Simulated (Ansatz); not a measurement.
# Li2Te2Pt (built on the Rb2Te2Pt structure): a soft mode frozen in, part 2 of 2

Which phase does Li2Te2Pt (built on the Rb2Te2Pt structure) fall into along its unstable mode, and how much energy does it gain?

Ansatz 0.2.0; DFT PBEsol, scalar-relativistic, plane waves, PAW.

So far. Step 4 (The mode frozen in, largest atomic shift 0.32 Å): The run ends at a pressure of 0.23 GPa, with forces up to 0.052 eV/Å. Step 5 (Energy along the mode, all amplitudes (two of the runs …): The lowest step is at 0.32 Å, 0.705 meV/atom below the parent, and the energy rises beyond it.

The structure was built from a prototype and need not be the compound's stable phase.

## 6. Relaxing from the distorted cell

Starting from the lowest point found, all atoms and the cell are let go, so that strain and other modes of the same symmetry can join in.

Input file input.yaml:

```yaml
crystal:
  lattice:
    - [-1.9016524247, 3.6578058321, 4.189318083]
    - [1.9016524247, -3.6578058321, 4.189318083]
    - [1.9016524247, 3.6578058321, -4.189318083]
  atoms:
    - { symbol: Li, position: [0.7347347715, 0.1505974193, 0.4158626477] }
    - { symbol: Li, position: [0.2652652285, 0.6811278762, 0.4158626477] }
    - { symbol: Te, position: [0.2479880892, 0.504688694, 0.7526767833] }
    - { symbol: Te, position: [0.7520119108, 0.504688694, 0.2567006048] }
    - { symbol: Pt, position: [0.0, -0.000147261, -0.000147261] }
kpoints:
  mp_grid: { grid: [12, 12, 12] }
hamiltonian:
  xc: pbesol
scf:
  occupations: { method: methfessel_paxton, width: 0.2 }
output:
  forces: true
  stress: true
  eigenvalues: true
relax:
  adjacent_minimum: "off"
  f_tol: 0.002
  max_steps: 120
  cell: { stress_tol: 0.03 }
```

Run with:

```
> ansatz run input.yaml --threads 8 --pin off --max-ram 14336MiB --backend cpu --events-out ev --progress --plain --runs-dir out
```

What it wrote:

```text
[...]
Crystal: 5 atoms, lattice volume = 116.561 Å³
Basis set: ecut = 420 eV, 2289 PW (Γ), exchange–correlation on 80×80×80 points (8 copies of the dense FFT grid, shifted against one another)
Bands: 34, of which v1, the nominal top of the filled ones, is band 28 counted from 1 (27 counted from 0)
Symmetry: 4 space group operations
[...]
k-points: 280 of 1728 (time reversal used)
[...]
SCF iter   1: F=—  HF=-26595.841468 eV  |F-HF|=—  |Δ(HF+E_count)|=         —  Δρ=3.25e-3  dr2=9.42e-3  ethr=1.77e-3  ⟨swp⟩=6.5  Hψ=40427  notcnv=0
[...]
SCF iter   8: F=-26595.838223 eV  HF=-26595.838223 eV  |F-HF|=1.34e-9  |Δ(HF+E_count)|=   3.65e-8  S|Δr|=    0.00e0  Δρ=4.43e-6  dr2=3.45e-8  ethr=1.79e-10  ⟨swp⟩=10.1  Hψ=42395  notcnv=0
SCF 1 converged in 8 iterations: F = -26595.838223 eV  dr2 = 3.45e-8
[...]
relax step   1: F+E_penalty+E_count = -26595.83822260 eV  Δ(F+E_penalty+E_count) = +0.000e0 eV  max|allowed force component| = 5.208e-2 eV/Å  Δτ_max = 0.0000 Å  P = +0.233 GPa  Ω = 116.561 Å³  (8 SCF iters, dr2 threshold 1.00e-7 eV, accepted)
Crystal: 5 atoms, lattice volume = 118.906 Å³
Basis set: ecut = 420 eV, 2321 PW (Γ), exchange–correlation on 80×80×80 points (8 copies of the dense FFT grid, shifted against one another)
[...]
iter 1 solved again at ethr=1.14e-5 eV; its pass at ethr=3.10e-3 eV (dr2=6.39e-3 eV) is discarded
[...]
SCF iter   6: F=-26595.838463 eV  HF=-26595.838463 eV  |F-HF|=2.67e-8  |Δ(HF+E_count)|=   2.61e-8  S|Δr|=    0.00e0  Δρ=1.37e-5  dr2=3.15e-7  ethr=7.60e-10  ⟨swp⟩=5.4  Hψ=42090  notcnv=0
SCF 2 converged in 6 iterations: F = -26595.838463 eV  dr2 = 3.15e-7
relax step   2: F+E_penalty+E_count = -26595.83846340 eV  Δ(F+E_penalty+E_count) = -2.408e-4 eV  max|allowed force component| = 1.144e-1 eV/Å  Δτ_max = 0.0388 Å  P = -0.005 GPa  Ω = 118.906 Å³  energy of the carried Pulay correction = -3.689e-4 eV  (6 SCF iters, dr2 threshold 4.26e-7 eV, accepted)
Crystal: 5 atoms, lattice volume = 118.165 Å³
Basis set: ecut = 420 eV, 2305 PW (Γ), exchange–correlation on 80×80×80 points (8 copies of the dense FFT grid, shifted against one another)
[...]
SCF iter   6: F=-26595.841217 eV  HF=-26595.841217 eV  |F-HF|=1.80e-8  |Δ(HF+E_count)|=   2.06e-8  S|Δr|=    0.00e0  Δρ=4.64e-6  dr2=5.42e-8  ethr=8.93e-10  ⟨swp⟩=4.2  Hψ=29922  notcnv=0
SCF 3 converged in 6 iterations: F = -26595.841217 eV  dr2 = 5.42e-8
relax step   3: F+E_penalty+E_count = -26595.84121663 eV  Δ(F+E_penalty+E_count) = -2.753e-3 eV  max|allowed force component| = 1.859e-2 eV/Å  Δτ_max = 0.0194 Å  P = +0.010 GPa  Ω = 118.165 Å³  energy of the carried Pulay correction = -2.532e-4 eV  (6 SCF iters, dr2 threshold 5.00e-7 eV, accepted)
[... from here on, the SCF cycles and remarks between the steps are left out ...]
relax step   4: F+E_penalty+E_count = -26595.84202850 eV  Δ(F+E_penalty+E_count) = -8.119e-4 eV  max|allowed force component| = 4.574e-2 eV/Å  Δτ_max = 0.0166 Å  P = +0.144 GPa  Ω = 118.295 Å³  energy of the carried Pulay correction = -2.735e-4 eV  (7 SCF iters, dr2 threshold 2.16e-8 eV, accepted)
relax step   5: F+E_penalty+E_count = -26595.84606249 eV  Δ(F+E_penalty+E_count) = -4.034e-3 eV  max|allowed force component| = 1.087e-1 eV/Å  Δτ_max = 0.0987 Å  P = +0.528 GPa  Ω = 119.402 Å³  energy of the carried Pulay correction = -4.461e-4 eV  (8 SCF iters, dr2 threshold 1.31e-7 eV, accepted)
relax step   6: F+E_penalty+E_count = -26595.84836334 eV  Δ(F+E_penalty+E_count) = -2.301e-3 eV  max|allowed force component| = 1.661e-1 eV/Å  Δτ_max = 0.1949 Å  P = +0.976 GPa  Ω = 122.077 Å³  energy of the carried Pulay correction = -8.565e-4 eV  (8 SCF iters, dr2 threshold 5.00e-7 eV, accepted)
relax step   7: F+E_penalty+E_count = -26595.85415902 eV  Δ(F+E_penalty+E_count) = -5.796e-3 eV  max|allowed force component| = 7.933e-2 eV/Å  Δτ_max = 0.0447 Å  P = +0.501 GPa  Ω = 122.019 Å³  energy of the carried Pulay correction = -8.477e-4 eV  (7 SCF iters, dr2 threshold 5.00e-7 eV, accepted)
relax step   8: F+E_penalty+E_count = -26595.85563515 eV  Δ(F+E_penalty+E_count) = -1.476e-3 eV  max|allowed force component| = 7.613e-2 eV/Å  Δτ_max = 0.0315 Å  P = -0.282 GPa  Ω = 123.855 Å³  energy of the carried Pulay correction = -1.124e-3 eV  (6 SCF iters, dr2 threshold 5.00e-7 eV, accepted)
relax step   9: F+E_penalty+E_count = -26595.85706659 eV  Δ(F+E_penalty+E_count) = -1.431e-3 eV  max|allowed force component| = 7.213e-3 eV/Å  Δτ_max = 0.0186 Å  P = +0.019 GPa  Ω = 123.613 Å³  energy of the carried Pulay correction = -1.088e-3 eV  (6 SCF iters, dr2 threshold 5.00e-7 eV, accepted)
relax step  10: F+E_penalty+E_count = -26595.85709364 eV  Δ(F+E_penalty+E_count) = -2.704e-5 eV  max|allowed force component| = 1.038e-2 eV/Å  Δτ_max = 0.0199 Å  P = +0.007 GPa  Ω = 123.948 Å³  energy of the carried Pulay correction = -1.138e-3 eV  (9 SCF iters, dr2 threshold 5.13e-9 eV, accepted)
relax step  11: F+E_penalty+E_count = -26595.85707758 eV  Δ(F+E_penalty+E_count) = +1.606e-5 eV  max|allowed force component| = 6.522e-3 eV/Å  Δτ_max = 0.0022 Å  P = -0.008 GPa  Ω = 124.162 Å³  energy of the carried Pulay correction = -1.170e-3 eV  (6 SCF iters, dr2 threshold 6.73e-9 eV, accepted)
relax step  12: F+E_penalty+E_count = -26595.85710602 eV  Δ(F+E_penalty+E_count) = -2.844e-5 eV  max|allowed force component| = 7.410e-4 eV/Å  Δτ_max = 0.0015 Å  P = -0.001 GPa  Ω = 124.057 Å³  energy of the carried Pulay correction = -1.154e-3 eV  (6 SCF iters, dr2 threshold 2.66e-9 eV, accepted)
Basis set: ecut = 420 eV, 2413 PW (Γ), exchange–correlation on 90×90×90 points (8 copies of the dense FFT grid, shifted against one another)
[...]
SCF iter   7: F=-26595.858160 eV  HF=-26595.858160 eV  |F-HF|=3.64e-12  |Δ(HF+E_count)|=  5.82e-11  S|Δr|=    0.00e0  Δρ=6.56e-8  dr2=1.60e-11  ethr=1.00e-12  ⟨swp⟩=6.0  Hψ=46015  notcnv=0
SCF 13 converged in 7 iterations: F = -26595.858160 eV  dr2 = 1.60e-11
relax step  13: F+E_penalty+E_count = -26595.85815958 eV  Δ(F+E_penalty+E_count) = -1.054e-3 eV  max|allowed force component| = 7.625e-4 eV/Å  Δτ_max = 0.0000 Å  P = -0.004 GPa  Ω = 124.057 Å³  stress off target by 7.33e-3 GPa  SCF on the basis re-selected at this cell (its energy is not comparable with the rows above)  (7 SCF iters)
basis re-selected at this cell: Δ(F+E_penalty+E_count) = -1.054e-3 eV, ΔP = -0.003 GPa vs the last step (what re-selecting the basis moved, of the pressure what is left beyond the Pulay correction that the steps carried, after the strain that the cell walked since its last selection, with what the two solves' SCF thresholds leave and, on support functions, any second-order correction that the steps lacked; it is no measure of the basis error at this ecutwfc). The dense FFT grid was sized anew with the basis: this SCF ran on 45×45×45 points, the steps before it on 40×40×40, so part of this shift can come from that change (see relax.cell in the input reference). [rest of the remark cut]
SCF converged after 7 iterations
[...]
Free energy (F): -26595.858160 eV
[...]
Internal energy: -26595.860308 eV  (E = F + TS)
E sigma→0 (E₀):  -26595.858697 eV
Entropy (-TS):   0.002148 eV (0.430 meV/atom)
Fermi energy:    7.652626 eV
Step filling:    the computed levels leave a gap of 0.0156 eV = 0.1 smearing widths at the electron count; against every level under it full and every level over it empty, smearing changes F+E_penalty+E_count by +0.710 meV and its σ→0 estimate by +0.173 meV
[...]
--- Forces (eV/Å), atoms counted from 1 ---
  atom   1  Li     0.00012485     0.00000000     0.00007222
  atom   2  Li     0.00012485     0.00000000    -0.00007222
  atom   3  Te     0.00025689    -0.00005375     0.00000000
  atom   4  Te     0.00025689     0.00005375     0.00000000
  atom   5  Pt    -0.00076221     0.00000000     0.00000000
  max |Σ_I F_I| component: 1.28e-6 eV/Å
--- Stress (GPa, compression-positive) ---
       -0.007330       0.000000       0.000000
        0.000000      -0.002714       0.000000
        0.000000       0.000000      -0.003288
  P = ⅓ Tr σ = -0.0044 GPa (-0.044 kbar)
--- Band table (eV; the first three rows and the last of 280) ---
  k-point 0: bands = [... 24 lower, 5.3487, 6.6136, 6.7436, 7.2411, 8.9247, 9.9330, 10.0872, 11.6230, ... 2 higher]
  k-point 1: bands = [... 24 lower, 5.6350, 6.3592, 6.7066, 7.1433, 9.0287, 9.5685, 10.3014, 11.7183, ... 2 higher]
  k-point 2: bands = [... 24 lower, 5.9546, 6.0593, 6.6182, 6.8592, 8.7784, 9.3016, 10.7376, 11.4940, ... 2 higher]
  k-point 279: bands = [... 24 lower, 4.9188, 6.4182, 7.5585, 7.7125, 10.1992, 10.3032, 10.8353, 11.3024, ... 2 higher]
--- Relaxed structure (12 steps of the walk, 12 accepted, 1 SCFs on fresh bases) ---
  F+E_penalty+E_count = -26595.85815958 eV   max|allowed force component| = 7.625e-4 eV/Å   (the final SCF, on the basis selected at the relaxed cell)
  cell:  # Å, volume = 124.0571 Å³
    - [-1.955594, 3.660003, 4.333126]
    - [1.955594, -3.660003, 4.333126]
    - [1.955594, 3.660003, -4.333126]
  atoms:
    - { symbol: Li, position: [0.729005, 0.053519, 0.324513] }
    - { symbol: Li, position: [0.270995, 0.595508, 0.324513] }
    - { symbol: Te, position: [0.238852, 0.566720, 0.805572] }
    - { symbol: Te, position: [0.761148, 0.566720, 0.327868] }
    - { symbol: Pt, position: [0, 0.058488, 0.058488] }
```

The job ended after 2.9 min (8 threads of Arm Neoverse V2, shared host; peak memory 1.3 GiB).

Step by step:

```csv
step,energy less that of the first step (eV),largest force component (eV/Å),pressure (GPa),volume (Å³)
1,0.0000,0.0521,0.23,116.56
2,-0.0002,0.1144,-0.01,118.91
3,-0.0030,0.0186,0.01,118.17
4,-0.0038,0.0457,0.14,118.29
5,-0.0078,0.1087,0.53,119.40
6,-0.0101,0.1661,0.98,122.08
7,-0.0159,0.0793,0.50,122.02
8,-0.0174,0.0761,-0.28,123.86
9,-0.0188,0.0072,0.02,123.61
10,-0.0189,0.0104,0.01,123.95
11,-0.0189,0.0065,-0.01,124.16
12,-0.0189,0.0007,0.00,124.06
13*,-0.0199,0.0008,0.00,124.06
```

Relaxation steps marked * repeat the geometry before them on a plane-wave basis chosen anew for their cell, so energy and pressure can jump there.

The run keeps the 4 symmetry operations that the program found, so distortions that break them were not tested.

```csv
"conventional cell, symmetrised",before,after,change
a (Å),7.316,7.320,+0.1 %
b (Å),8.379,8.666,+3.4 %
c (Å),3.803,3.911,+2.8 %
volume (Å³/atom),23.31,24.81,+6.4 %
```

The atoms that moved most (Å, as changes of fractional coordinates times the final cell):

```csv
atom,dx,dy,dz,length
Li1,-0.357,0.000,-0.050,0.361
Li2,-0.357,0.000,0.050,0.361
Te4,0.243,0.067,0.000,0.252
Te3,0.243,-0.067,0.000,0.252
Pt5,0.229,0.000,0.000,0.229
```

Final coordinates:

```xyz
5
Lattice="-1.9556 3.6600 4.3331 1.9556 -3.6600 4.3331 1.9556 3.6600 -4.3331" Properties=species:S:1:pos:R:3 pbc="T T T"
Li   -0.6864    3.6600    1.9846
Li    1.2692    0.0000    2.3485
Te    2.2166    1.7484    0.0000
Te    0.2610    1.9116    4.3331
Pt    0.2288    0.0000    0.0000
```

Read from the output:

```yaml
pressure: -0.004444 GPa
volume_per_atom: 24.81 Å³
```

The distorted start has space group Imm2; the relaxation ends in Imm2.

## 7. The new phase in its own primitive cell

The relaxed structure is symmetrised, reduced to its primitive cell and relaxed tightly, as its phonons need.

Input file input.yaml:

```yaml
crystal:
  lattice:
    - [-3.6600026261, 4.3331260733, 1.9555942961]
    - [3.6600026261, -4.3331260733, 1.9555942961]
    - [3.6600026261, 4.3331260733, -1.9555942961]
  atoms:
    - { symbol: Li, position: [0.5955079974, 0.3245134717, 0.2709945258] }
    - { symbol: Li, position: [0.0535189459, 0.3245134717, 0.7290054742] }
    - { symbol: Te, position: [0.5667203687, 0.3278684148, 0.7611480461] }
    - { symbol: Te, position: [0.5667203687, 0.8055723226, 0.2388519539] }
    - { symbol: Pt, position: [0.0584877418, 0.0584877418, 0.0] }
kpoints:
  mp_grid: { grid: [10, 10, 10] }
hamiltonian:
  xc: pbesol
scf:
  occupations: { method: methfessel_paxton, width: 0.2 }
output:
  forces: true
  stress: true
  eigenvalues: true
relax:
  adjacent_minimum: "off"
  f_tol: 0.001
  max_steps: 60
  cell: { stress_tol: 0.01 }
```

What it wrote:

```text
[...]
Crystal: 5 atoms, lattice volume = 124.057 Å³
Basis set: ecut = 420 eV, 2413 PW (Γ), exchange–correlation on 90×90×90 points (8 copies of the dense FFT grid, shifted against one another)
Bands: 34, of which v1, the nominal top of the filled ones, is band 28 counted from 1 (27 counted from 0)
Symmetry: 4 space group operations
[...]
cell:  # Å, volume = 124.1768 Å³
    - [-3.660275, 4.336482, 1.955822]
    - [3.660275, -4.336482, 1.955822]
    - [3.660275, 4.336482, -1.955822]
  atoms:
    - { symbol: Li, position: [0.594208, 0.323172, 0.271035] }
    - { symbol: Li, position: [0.052137, 0.323172, 0.728965] }
    - { symbol: Te, position: [0.567613, 0.328845, 0.761232] }
    - { symbol: Te, position: [0.567613, 0.806381, 0.238768] }
    - { symbol: Pt, position: [0.059385, 0.059385, 2.615293e-18] }
[key lines of the parts left out:]
SCF converged after 5 iterations
Free energy (F): -26595.857830 eV
Fermi energy:    7.685908 eV
P = ⅓ Tr σ = -0.0003 GPa (-0.003 kbar)
```

Wall time 45 s (8 threads); peak memory 0.97 GiB.

Step by step:

```csv
step,energy less that of the first step (eV),largest force component (eV/Å),pressure (GPa),volume (Å³)
1,0.0000,0.0016,0.00,124.06
2,0.0000,0.0033,0.01,124.09
3,0.0000,0.0018,0.00,124.11
4,0.0000,0.0013,0.00,124.15
5,0.0000,0.0007,0.00,124.18
6*,0.0000,0.0007,0.00,124.18
```

Relaxation steps marked * repeat the geometry before them on a plane-wave basis chosen anew for their cell, so energy and pressure can jump there.

The run keeps the 4 symmetry operations that the program found, so distortions that break them were not tested.

```csv
"conventional cell, symmetrised",before,after,change
a (Å),7.320,7.321,+0.0 %
b (Å),8.666,8.673,+0.1 %
c (Å),3.911,3.912,+0.0 %
volume (Å³/atom),24.81,24.84,+0.1 %
```

The relaxed structure:

```xyz
5
Lattice="-3.6603 4.3365 1.9558 3.6603 -4.3365 1.9558 3.6603 4.3365 -1.9558" Properties=species:S:1:pos:R:3 pbc="T T T"
Li    0.0000    2.3507    1.2641
Li    3.6603    1.9858   -0.6917
Te    1.9124    4.3365    0.2645
Te    1.7479    0.0000    2.2203
Pt    0.0000    0.0000    0.2323
```

Read from the output:

```
pressure        : -3.45e-4 GPa
volume per atom : 24.84 Å³
```

The largest force component left is 0.75 meV/Å and the pressure is 0.000 GPa, within the tolerances set. The cell now holds 24.84 Å³/atom.

## 8. Modes of the new phase, k-mesh 10×10×10

A relaxed structure may still be a saddle point, so its zone-centre modes are computed. No field response is asked, since the mesh shows no gap.

Input file input.yaml:

```yaml
crystal:
  lattice:
    - [-3.660274787, 4.3364819129, 1.9558221517]
    - [3.660274787, -4.3364819129, 1.9558221517]
    - [3.660274787, 4.3364819129, -1.9558221517]
  atoms:
    - { symbol: Li, position: [0.5942077231, 0.3231724008, 0.2710353223] }
    - { symbol: Li, position: [0.0521370786, 0.3231724008, 0.7289646777] }
    - { symbol: Te, position: [0.5676129136, 0.3288445646, 0.7612316509] }
    - { symbol: Te, position: [0.5676129136, 0.8063812627, 0.2387683491] }
    - { symbol: Pt, position: [0.0593847936, 0.0593847936, 0.0] }
kpoints:
  mp_grid: { grid: [10, 10, 10] }
hamiltonian:
  xc: pbesol
scf:
  occupations: { method: methfessel_paxton, width: 0.2 }
output:
  eigenvalues: true
phonons:
  method: dfpt
```

What it wrote:

```text
[...]
Crystal: 5 atoms, lattice volume = 124.177 Å³
Basis set: ecut = 420 eV, 2413 PW (Γ), exchange–correlation on 90×90×90 points (8 copies of the dense FFT grid, shifted against one another)
Bands: 34, of which v1, the nominal top of the filled ones, is band 28 counted from 1 (27 counted from 0)
Symmetry: 4 space group operations
k-points: 504 of 1000 (irreducible under 1 space group operation, time reversal used)
[...]
SCF iter   1: F=—  HF=-26595.860779 eV  |F-HF|=—  |Δ(HF+E_count)|=         —  Δρ=3.04e-3  dr2=9.41e-3  ethr=1.77e-3  ⟨swp⟩=6.7  Hψ=73648  notcnv=0
[...]
SCF iter  12: F=-26595.857830 eV  HF=-26595.857830 eV  |F-HF|=0.00e0  |Δ(HF+E_count)|=  2.18e-11  S|Δr|=    0.00e0  Δρ=4.39e-8  dr2=3.65e-12  ethr=1.00e-12  ⟨swp⟩=11.0  Hψ=89124  notcnv=0
SCF 1 converged in 12 iterations: F = -26595.857830 eV  dr2 = 3.65e-12
[...]
SCF converged after 12 iterations
[...]
Free energy (F): -26595.857830 eV
[...]
Internal energy: -26595.860567 eV  (E = F + TS)
E sigma→0 (E₀):  -26595.858514 eV
Entropy (-TS):   0.002737 eV (0.547 meV/atom)
Fermi energy:    7.685908 eV
[...]
--- Band table (eV; the first three rows and the last of 504) ---
  k-point 0: bands = [... 24 lower, 5.3364, 6.6018, 6.7329, 7.2321, 8.9165, 9.9197, 10.0778, 11.6106, ... 2 higher]
  k-point 1: bands = [... 24 lower, 5.3032, 6.6076, 6.7187, 7.0380, 9.0630, 10.0036, 10.1188, 11.6713, ... 2 higher]
  k-point 2: bands = [... 24 lower, 5.2052, 6.5650, 6.6275, 6.7163, 9.4558, 9.9322, 10.4854, 11.8162, ... 2 higher]
  k-point 503: bands = [... 24 lower, 4.9068, 6.4077, 7.5480, 7.6994, 10.1902, 10.2925, 10.8216, 11.2865, ... 2 higher]
[...]
k mesh reduced under 1 symmetry operation, with k and −k counted as one. Each operation leaves every solved perturbation unchanged. A smaller set is not used because it would not reduce the number of displacements times k-points to solve
  ASR residual: 3.270e-5 → 0.000e0 eV/Å²; symmetrization residual: 5.671e-6 eV/Å²
  ASR residual per site (eV/Å²): 5.17e-6 5.17e-6 3.27e-5 3.27e-5 8.20e-6
[...]
```

Run time: 5.7 min. Hardware: 8 threads; peak memory 6.3 GiB; 43 min of CPU time.

Read from the output:

| Quantity | Value |
| --- | --- |
| sum-rule residual before enforcement | 3.27e-5 eV/Å² |
| point group | mm2 |
| highest optical mode at the zone centre (no LO-TO term) | 325.0 cm⁻¹ |
| lowest optical zone-centre mode | 19.04 cm⁻¹ |

Patterns of degenerate modes are one choice out of their space. Modes at Γ, with each element's share of the kinetic energy:

```csv
mode,frequency (cm⁻¹),symmetry,Li %,Te %,Pt %
1,0.0,acoustic,3,55,42
2,0.0,acoustic,3,55,42
3,0.0,acoustic,3,55,42
4,19.0,A2,11,89,0
5,45.6,B2,61,16,23
6,85.3,A1,88,10,2
7,105.2,B1,69,25,6
8,124.0,B2,39,28,33
9,141.8,B1,25,75,1
10,145.5,A2,89,11,0
11,161.7,A1,11,88,1
12,183.5,B1,3,45,52
13,190.7,A1,1,45,54
14,317.9,B2,97,1,2
15,325.0,A1,97,2,1
```

Displacements in mode 4 (19.0 cm⁻¹), the largest set to 1:
```
Li1  1.00  0.00  0.00
Li2 -1.00  0.00  0.00
Te3  0.00  0.65  0.00
Te4  0.00 -0.65  0.00
Pt5  0.00  0.00  0.00
```

Displacements in mode 7 (105.2 cm⁻¹), the largest set to 1:
```
Li1  1.00  0.00  0.00
Li2  1.00  0.00  0.00
Te3  0.00  0.00 -0.14
Te4  0.00  0.00  0.14
Pt5 -0.08  0.00  0.00
```

Before it was imposed, the acoustic sum rule was missed by 3.3e-5 eV/Å². Small misses are needed for a sound result but don't prove that mesh and cutoff are converged. The lowest optical mode is real, 19.0 cm⁻¹.

## 9. What came out

```yaml
unstable_mode_of_the_parent: q = (0, 0, 0), 47i cm⁻¹
depth_at_the_lowest_point_sampled: 0.705 meV/atom
largest_atomic_shift_at_that_point: 0.32 Å
space_group_reached: Imm2
energy_gained_over_the_parent_first_relaxation_on_the_mesh_of_the_frozen_mode: 4.68 meV/atom
volume_per_atom_phase_reached: 24.8 Å³
lowest_optical_zone_centre_mode_phase_reached: 19.0 cm⁻¹
highest_optical_mode_at_the_zone_centre_no_lo_to_term_phase_reached: 325 cm⁻¹
```

In words: Along this mode the structure falls into Imm2, 4.68 meV/atom below the parent. At the parent's cell the well is 0.705 meV/atom deep on the steps tried, with its lowest point at a shift of 0.32 Å. Relaxing atoms and cell changes the gain by +3.98 meV/atom against the lowest step (energies at zero smearing). Most of the total comes from this relaxation. The new phase has no imaginary mode at the zone centre of its cell; other wavevectors were not checked. So shallow a well is near the error of the k mesh. Of the 2 patterns followed from this parent, this one ends 97.2 meV/atom above the lowest, C2/m. Each path keeps the symmetry of its pattern, so a lower phase may lie along a pattern not tried. With no gap, or one that is small against the smearing, the frequencies hang on the k mesh and the smearing, most of all near Kohn anomalies. Spin-orbit coupling is left out, which can matter for the heavy elements here. The starting cell was built on a prototype and not taken from a measurement, so the phase need not exist.

[Long decimals in the printed logs are rounded to 6 places.]

[Logs are printed without paths, hosts, clocks, repeated set-up lines and the standing remarks that a program may print on its own settings, such as how far it seeks lower states.]

[Hosts, paths, dates, database ids (printed as entryN), source tags and the programs' standing remarks are cut or masked in the printed files.]

[Where the starting crystal was built by hand or by swapping elements, it need not be the compound's stable phase.]
